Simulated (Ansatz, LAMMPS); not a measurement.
# Relaxing a frame of liquid (Cs,K,Li)F from 1680 K (82 atoms)

Aim: bring a frame of liquid (Cs,K,Li)F from 1680 K (82 atoms) to a nearby minimum of the energy and see what moves.

Main program and level: Ansatz 0.2.0; Kohn-Sham DFT, RPBE, PAW (set soft_2), plane waves.

## Step 1: The starting structure

The cell holds 82 atoms: 15 Cs, 8 K, 18 Li and 41 F. Its edges and angles: a = 13.341 Å, b = 13.341 Å, c = 13.341 Å, α = 90.0°, β = 90.0°, γ = 90.0°. 82 atoms (15 Cs, 8 K, 18 Li, 41 F) placed at random at 2.25 g/cm³, melted at 1800 K for 10 ps at fixed volume with the Lennard-Jones and Coulomb ion parameters for SPC/E (Joung and Cheatham, J. Phys. Chem. B 112, 9020 (2008)), full charges. Snapshot at the end of a hold of 20 ps at 1680 K and fixed volume.

What the set-up can't give: The network of bonds at the start is that of the classical potential that made the cell. The ion parameters were fitted for water, not for melts, so the starting structure of this cell may lie well off the real melt's. Only the Γ point is sampled, in a cell whose shortest periodic width is 13 Å. Spin–orbit coupling is left out, which matters for the levels of the heavy elements.

## Step 2: How the cell was made

A classical potential supplies the starting structure, since it reaches far longer times than DFT.

This step: classical MD, Lennard-Jones and Coulomb ion parameters for SPC/E (Joung and Cheatham, J. Phys. Chem. B 112, 9020 (2008)), full charges (LAMMPS 22 Jul 2025 - Update 4).

Contents of in.lmp:

```
# melt-quench of Cs15K8Li18F41
units metal
atom_style charge
boundary p p p
region box block 0 13.3410 0 13.3410 0 13.3410
create_box 4 box
mass 1 132.9055   # Cs
mass 2 39.0983   # K
mass 3 6.9400   # Li
mass 4 18.9984   # F
create_atoms 1 random 15 886784 NULL overlap 2.2 maxtry 2000
create_atoms 2 random 8 886791 NULL overlap 2.2 maxtry 2000
create_atoms 3 random 18 886798 NULL overlap 2.2 maxtry 2000
create_atoms 4 random 41 886805 NULL overlap 2.2 maxtry 2000
pair_style lj/cut/coul/long 9.0
pair_modify mix arithmetic tail yes
pair_coeff 1 1 0.003897 3.6010   # Cs
pair_coeff 2 2 0.018634 2.8384   # K
pair_coeff 3 3 0.014602 1.4094   # Li
pair_coeff 4 4 0.000321 4.0215   # F
set type 1 charge 1
set type 2 charge 1
set type 3 charge 1
set type 4 charge -1
kspace_style pppm 1.0e-4
neigh_modify delay 0 every 1 check yes
thermo_style custom step time temp pe press density
thermo_modify norm yes
timestep 0.002
thermo 100
min_style cg
minimize 1e-4 1e-4 200 2000
reset_timestep 0
velocity all create 1800 886785 mom yes dist gaussian
# [... 14 lines left out ...]
compute msd all msd com yes
thermo 2500
fix md all nvt temp 1680 1680 0.2
run 10000 post no
print "== T1680: mean square displacement over the hold $(c_msd[4]:%.2f) A^2"
unfix md
uncompute msd
write_dump all custom T1680.dump id type xs ys zs modify sort id
```

On the command line:

```bash
lmp -in in.lmp -log none -nocite
```

Numbers of over 12 decimals in the logs are rounded to 6 here.

What it wrote:

```text
LAMMPS (22 Jul 2025 - Update 4)
Created orthogonal box = (0 0 0) to (13.341 13.341 13.341)
Created 15 atoms
Created 8 atoms
Created 18 atoms
Created 41 atoms
PPPM initialization ...
  G vector (1/distance) = 0.30794473
  grid = 9 9 9
  estimated relative force accuracy = 8.0716907e-05
   Step          Time           Temp          PotEng         Press         Density
         0   0              0             -0.91766664     88939.618      2.2450145
        83   0.166          0             -4.4456906     -12515.233      2.2450145
Loop time of 0.0256045 s on 1 MPI rank(s) for 83 steps with 82 atoms
Minimization stats:
  Stopping criterion = energy tolerance
[... 18 lines left out ...]
Loop time of 0.932716 s on 1 MPI rank(s) for 5000 steps with 82 atoms
   Step          Time           Temp          PotEng         Press         Density
[... 5 lines left out ...]
Loop time of 0.463361 s on 1 MPI rank(s) for 2500 steps with 82 atoms
   Step          Time           Temp          PotEng         Press         Density
[... 2 lines left out ...]
     12500   25             1762.0073     -4.2199559      6105.5793      2.2450145
     15000   30             1592.9836     -4.2393432      2057.5979      2.2450145
     17500   35             1630.6877     -4.2237194     -8638.3187      2.2450145
     18500   37             1705.1402     -4.2392436     -5154.7963      2.2450145
Loop time of 1.84789 s on 1 MPI rank(s) for 10000 steps with 82 atoms
== T1680: mean square displacement over the hold 114.43 A^2
```

Elapsed: 3.5 s, on 1 thread of Arm Neoverse V2, shared host; peak memory 0.069 GiB.

## Step 3: Single point at the start

The forces at the start show how far the geometry lies from a minimum of this functional.

Contents of input.yaml:

```yaml
crystal:
  lattice:
    - [13.341, 0.0, 0.0]
    - [0.0, 13.341, 0.0]
    - [0.0, 0.0, 13.341]
  atoms:
    - { symbol: Cs, position: [0.31536, 0.43498, 0.14962] }
    - { symbol: Cs, position: [0.89775, 0.0609, 0.67774] }
    - { symbol: Cs, position: [0.79568, 0.3454, 0.97743] }
    - { symbol: Cs, position: [0.80702, 0.203, 0.38279] }
    - { symbol: Cs, position: [0.18638, 0.11282, 0.33453] }
    - { symbol: Cs, position: [0.79787, 0.52805, 0.62874] }
    - { symbol: Cs, position: [0.60803, 0.69937, 0.46782] }
    - { symbol: Cs, position: [0.27609, 0.1268, 0.71724] }
    - { symbol: Cs, position: [0.35035, 0.68372, 0.67348] }
    - { symbol: Cs, position: [0.98319, 0.70929, 0.63748] }
    - { symbol: Cs, position: [0.0777, 0.89628, 0.05316] }
    - { symbol: Cs, position: [0.36302, 0.15045, 0.01429] }
    - { symbol: Cs, position: [0.32975, 0.43412, 0.81976] }
    - { symbol: Cs, position: [0.4148, 0.32809, 0.4193] }
    - { symbol: Cs, position: [0.21356, 0.73234, 0.36599] }
    - { symbol: K, position: [0.63183, 0.64158, 0.85164] }
    - { symbol: K, position: [0.81626, 0.84615, 0.25836] }
    - { symbol: K, position: [0.0847, 0.60943, 0.14025] }
    - { symbol: K, position: [0.58809, 0.9095, 0.27519] }
    - { symbol: K, position: [0.07047, 0.46877, 0.73807] }
    - { symbol: K, position: [0.83746, 0.832, 0.89201] }
    - { symbol: K, position: [0.43043, 0.74666, 0.14126] }
    - { symbol: K, position: [0.55084, 0.13686, 0.74586] }
    - { symbol: Li, position: [0.84337, 0.08521, 0.10391] }
    - { symbol: Li, position: [0.59011, 0.01093, 0.99972] }
    - { symbol: Li, position: [0.0377, 0.07846, 0.91272] }
    - { symbol: Li, position: [0.59442, 0.05031, 0.47181] }
    - { symbol: Li, position: [0.80193, 0.83105, 0.52547] }
    - { symbol: Li, position: [0.59798, 0.8705, 0.67726] }
    - { symbol: Li, position: [0.13688, 0.47088, 0.5136] }
    - { symbol: Li, position: [0.54858, 0.34178, 0.89666] }
    - { symbol: Li, position: [0.11498, 0.39784, 0.28692] }
    - { symbol: Li, position: [0.69704, 0.61795, 0.14163] }
    - { symbol: Li, position: [0.08365, 0.27676, 0.02417] }
    - { symbol: Li, position: [0.91216, 0.55231, 0.41123] }
    - { symbol: Li, position: [0.38744, 0.97294, 0.46063] }
    - { symbol: Li, position: [0.88296, 0.59917, 0.01839] }
    - { symbol: Li, position: [0.06661, 0.25006, 0.74184] }
    - { symbol: Li, position: [0.99868, 0.947, 0.38815] }
    - { symbol: Li, position: [0.45554, 0.84429, 0.87892] }
    - { symbol: Li, position: [0.01698, 0.27824, 0.53168] }
    - { symbol: F, position: [0.60531, 0.23426, 0.47699] }
    - { symbol: F, position: [0.45676, 0.56204, 0.49159] }
    - { symbol: F, position: [0.40837, 0.70752, 0.91206] }
    - { symbol: F, position: [0.58329, 0.90238, 0.83895] }
    - { symbol: F, position: [0.08947, 0.34478, 0.89042] }
    - { symbol: F, position: [0.80833, 0.65959, 0.4462] }
    - { symbol: F, position: [0.14941, 0.13645, 0.99666] }
    - { symbol: F, position: [0.98077, 0.49201, 0.52554] }
    - { symbol: F, position: [0.59354, 0.7215, 0.66354] }
    - { symbol: F, position: [0.45468, 0.33395, 0.03976] }
    - { symbol: F, position: [0.54773, 0.99227, 0.60969] }
    - { symbol: F, position: [0.40729, 0.82276, 0.42163] }
    - { symbol: F, position: [0.93106, 0.88982, 0.49595] }
    - { symbol: F, position: [0.02767, 0.86137, 0.84097] }
    - { symbol: F, position: [0.08799, 0.1031, 0.7666] }
    - { symbol: F, position: [0.93059, 0.02334, 0.20466] }
    - { symbol: F, position: [0.12676, 0.51855, 0.38098] }
    - { symbol: F, position: [0.75747, 0.6812, 0.99798] }
    - { symbol: F, position: [0.91027, 0.28067, 0.6686] }
    - { symbol: F, position: [0.68475, 0.02027, 0.12315] }
    - { symbol: F, position: [0.2742, 0.63044, 0.15699] }
    - { symbol: F, position: [0.46241, 0.05193, 0.38044] }
    - { symbol: F, position: [0.18837, 0.56696, 0.62883] }
    - { symbol: F, position: [0.82423, 0.49507, 0.12084] }
    - { symbol: F, position: [0.43283, 0.26732, 0.83522] }
    - { symbol: F, position: [0.55158, 0.47177, 0.8336] }
    - { symbol: F, position: [0.79662, 0.78084, 0.68656] }
    - { symbol: F, position: [0.60232, 0.15608, 0.95019] }
    - { symbol: F, position: [0.12517, 0.34072, 0.59903] }
    - { symbol: F, position: [0.26265, 0.0621, 0.51797] }
    - { symbol: F, position: [0.92365, 0.70676, 0.12245] }
    - { symbol: F, position: [0.89785, 0.55985, 0.87032] }
    - { symbol: F, position: [0.01238, 0.09622, 0.49486] }
    - { symbol: F, position: [0.23616, 0.30857, 0.301] }
    - { symbol: F, position: [0.48906, 0.89653, 0.02081] }
    - { symbol: F, position: [0.07229, 0.39697, 0.13296] }
    - { symbol: F, position: [0.70557, 0.92998, 0.44091] }
    - { symbol: F, position: [0.02268, 0.28392, 0.3414] }
    - { symbol: F, position: [0.91029, 0.08771, 0.96283] }
    - { symbol: F, position: [0.08242, 0.82504, 0.27406] }
    - { symbol: F, position: [0.63074, 0.72061, 0.22812] }
kpoints:
  mp_grid: { grid: [1, 1, 1] }
hamiltonian:
  xc: rpbe
scf:
  occupations: { method: gaussian, width: 0.025 }
output:
  forces: true
  stress: true
  populations: true
  dos:
    method: { smearing: { sigma: 0.15 } }
    de: 0.1
    projected: { site_lists: { Cs: [Cs], F: [F], K: [K], Li: [Li] } }
  eigenvalues: true
```

On the command line:

```bash
ansatz run input.yaml --threads 4 --pin off --max-ram 8192MiB --backend cpu --events-out ev --progress --plain --runs-dir out
```

What it wrote:

```text
Engine: ansatz 0.2.0, aarch64-unknown-linux-gnu
Pseudopotentials: kind: paw
Pseudopotential: Cs, paw, valence charge 9, recommended cutoff 420 eV (normal), Cs.paw.azcp
Pseudopotential: K, paw, valence charge 9, recommended cutoff 420 eV (normal), K.paw.azcp
Pseudopotential: Li, paw, valence charge 3, recommended cutoff 420 eV (normal), Li.paw.azcp
Pseudopotential: F, paw, valence charge 7, recommended cutoff 420 eV (normal), F.paw.azcp
[... 5 lines on functional and potentials left out ...]
Crystal: 82 atoms, lattice volume = 2374.462 Å³
Basis set: ecut = 420 eV, 46297 PW (Γ), exchange–correlation on 180×180×180 points (8 copies of the dense FFT grid, shifted against one another)
Bands: 356, of which v1, the nominal top of the filled ones, is band 274 counted from 1 (273 counted from 0)
Symmetry: 1 space group operations
Space group: P1 (ITA 1), of the structure as read, at distance tolerance 1.3e-4 Å
k-points: 1
[... 12 lines on functional and potentials left out ...]
Initial density: superposition of atomic densities (neutral atoms: chi_scale 0, normalization atom), corrected by the library's trained network
Initial wavefunctions: pseudopotential atomic-orbital guess
Functional: x = rpbe, c = pbe(β = 0.066725)
SCF iter   1: F=—  HF=-134561.197007 eV  |F-HF|=—  |Δ(HF+E_count)|=         —  Δρ=3.55e-3  dr2=3.64e-1  ethr=1.77e-3  ⟨swp⟩=6.0  Hψ=1546  notcnv=0  defer=72
preconditioner: auto → Resta (q_TF=auto, 2.137 Å⁻¹)  ε∞=3.1  [insulator: Δε(μ)=3.041 eV  Ē_g=10.386 eV  σ=0.025 eV  W_gap=1.00  n_scr=388 (ndim 8)  ℏωp=14.9 eV  f_vac=0.311  D(μ)=0.00/eV (n_scr^D=0)  ε∞_Penn≈3.1]
SCF iter   2: F=—  HF=-134561.118460 eV  |F-HF|=—  |Δ(HF+E_count)|=   7.85e-2  Δρ=2.01e-3  dr2=6.61e-2  ethr=6.64e-5  ⟨swp⟩=2.0  Hψ=665  notcnv=0  defer=74
SCF iter   3: F=—  HF=-134561.106665 eV  |F-HF|=—  |Δ(HF+E_count)|=   1.18e-2  Δρ=7.10e-4  dr2=2.73e-2  ethr=1.21e-5  ⟨swp⟩=2.0  Hψ=529  notcnv=0  defer=74
SCF iter   4: F=—  HF=-134561.097547 eV  |F-HF|=—  |Δ(HF+E_count)|=   9.12e-3  Δρ=2.46e-4  dr2=2.22e-3  ethr=4.98e-6  ⟨swp⟩=3.0  Hψ=486  notcnv=0  defer=74
SCF iter   5: F=—  HF=-134561.096871 eV  |F-HF|=—  |Δ(HF+E_count)|=   6.76e-4  Δρ=2.63e-4  dr2=1.23e-3  ethr=4.04e-7  ⟨swp⟩=2.0  Hψ=536  notcnv=0  defer=74
SCF iter   6: F=—  HF=-134561.096485 eV  |F-HF|=—  |Δ(HF+E_count)|=   3.86e-4  Δρ=4.26e-5  dr2=5.55e-5  ethr=2.25e-7  ⟨swp⟩=2.0  Hψ=663  notcnv=0  defer=74
SCF iter   7: F=—  HF=-134561.097464 eV  |F-HF|=—  |Δ(HF+E_count)|=   9.79e-4  Δρ=2.97e-5  dr2=1.54e-5  ethr=1.01e-8  ⟨swp⟩=2.0  Hψ=556  notcnv=0  defer=74
SCF iter   8: F=—  HF=-134561.097461 eV  |F-HF|=—  |Δ(HF+E_count)|=   3.22e-6  Δρ=1.04e-5  dr2=2.36e-6  ethr=2.82e-9  ⟨swp⟩=2.0  Hψ=529  notcnv=0  defer=74
SCF iter   9: F=—  HF=-134561.097460 eV  |F-HF|=—  |Δ(HF+E_count)|=   5.01e-7  Δρ=2.55e-6  dr2=2.24e-7  ethr=4.31e-10  ⟨swp⟩=2.0  Hψ=478  notcnv=0  defer=74
SCF iter  10: F=—  HF=-134561.097460 eV  |F-HF|=—  |Δ(HF+E_count)|=   1.05e-7  Δρ=2.68e-6  dr2=1.16e-7  ethr=1.82e-11  ⟨swp⟩=16.0  Hψ=2327  notcnv=0
SCF iter  11: F=-134561.097460 eV  HF=-134561.097460 eV  |F-HF|=3.84e-9  |Δ(HF+E_count)|=   3.90e-8  Δρ=4.73e-7  dr2=6.33e-9  ethr=1.82e-11  ⟨swp⟩=4.0  Hψ=891  notcnv=0
SCF 1 converged in 11 iterations: F = -134561.097460 eV  dr2 = 6.33e-9
  greatest PAW one-centre occupation: 1.000 electrons in one spin orbital (limit 2), on the Li atom at site 38 (counted from 0), in its partial waves of l = 0
SCF converged after 11 iterations
Free energy (F): -134561.097460 eV
Harris-Foulkes:  -134561.097460 eV  (|F-HF|=3.84e-9)
Internal energy: -134561.097460 eV  (E = F + TS)
E sigma→0 (E₀):  -134561.097460 eV
Fermi energy:    1.970497 eV
--- Per-component energies (eV) ---
  E_band       = -5721.800393
  E_kinetic    = 13035.350821
  E_local      = -50947.594152  (includes V_loc(G=0)·N_el)
  E_nonlocal   = 2896.488925
  E_hartree    = 20216.240715
  E_xc         = -7239.243641
  E_vxc        = -7715.833213  (∫ρ·V_xc dr)
  E_paw        = -91073.267701  (= ΣΔE_a)
  E_vpaw       = -3422.779379  (= ΣTr[D̂ρ^β])
  E_aug_tail   = 0.084906  (compensation charges beyond the density's cutoff)
  E_ewald      = -21447.037236
  E_core_change = -2.120097  (= ΣΔE_core)
  E_smearing   = -0.000000  (= −TS)
  E_closure    = -0.000000  (closes the sum)
  Σ components = -134561.097460   (vs F -134561.097460, Δ=0.00e0)
--- Forces (eV/Å), atoms counted from 1 ---
  atom   1  Cs     0.04990864    -0.12691753     0.01680560
  atom   2  Cs     0.05667208    -0.33689765    -0.30667837
  atom   3  Cs     0.25517855     0.19532472     0.04996608
  atom   4  Cs     0.33914832    -0.00921021    -0.10698096
  atom   5  Cs    -0.50621345     0.16470530    -0.02744928
  atom   6  Cs    -0.80399261    -0.55254721     0.45753669
  atom   7  Cs    -1.01870000    -0.17085595    -0.62635650
  atom   8  Cs     0.19186795    -0.32205751    -0.67972442
  atom   9  Cs     0.59487696     0.14657546    -0.45876673
  atom  10  Cs     0.76480950     0.80838037     0.22263654
  atom  11  Cs    -0.12207027    -0.17480691     0.37151272
  atom  12  Cs     0.46991598    -0.00550972     0.26570416
  atom  13  Cs     0.15910027     0.42673687     0.20235788
  atom  14  Cs     0.34427932     0.12609946     0.30635157
[...]
atom  81  F     -0.88554593     1.09832662    -0.16754092
  atom  82  F      0.20215505    -0.41850395    -0.51788568
  max |Σ_I F_I| component: 4.79e-5 eV/Å
--- Stress (GPa, compression-positive) ---
       -0.646650       0.230029       0.360793
        0.230029      -1.864650      -0.276821
        0.360792      -0.276820      -2.167450
  P = ⅓ Tr σ = -1.5596 GPa (-15.596 kbar)
--- Band table (eV) ---
  k-point 0: bands = ["-45.3121", "-45.2939", "-44.6800", "-44.5388", [... 340 levels ...], "7.6458", "7.6646", "7.6993", "7.7267", "7.7785", "7.8098", "7.8383", "7.8795", "7.8871", "7.9028", "7.9799", "7.9932"]
--- Löwdin populations: 82 sites ---
  site symbol       q [e]
     0     Cs      8.0453
     1     Cs      8.0583
     2     Cs      8.0473
[...]
81      F      7.7898
  spilling = 0.006326 (of n_electrons = 548.000000)
```

Wall time 37 s (4 threads of Arm Neoverse V2, shared host); peak memory 2.7 GiB; 2.3 min of CPU time.

The run gave:

```yaml
free_energy: -134561.0975 eV
free_energy_per_atom: -1640.9890 eV/atom
scf_cycles: 11
pressure: -1.56 GPa
r_m_s_force_component: 0.4368 eV/Å
longest_force: 1.643 eV/Å
fermi_energy: 1.97 eV
spacing_of_highest_filled_and_lowest_empty_level: 2.817 eV
spilling_of_the_projection: 0.006326
```

The r.m.s. force component of 0.44 eV/Å and the pressure of -1.6 GPa set the starting point.

Length of the force by element:

```
element  coordination  atoms  mean length of the force (eV/Å)  spread   least   most
     Cs           all     15                            0.675   0.360   0.137   1.41
      F           all     41                            0.703   0.281  0.0919   1.42
      K           all      8                            0.522   0.162   0.272  0.740
     Li           all     18                            0.746   0.356   0.247   1.64
```

(Part 1 of 3 ends here.)

[Logs are printed without paths, hosts, clocks, repeated set-up lines and the standing remarks that a program may print on its own settings, such as how far it seeks lower states.]

[Hosts, paths, dates, database ids (printed as entryN), source tags and the programs' standing remarks are cut or masked in the printed files.]
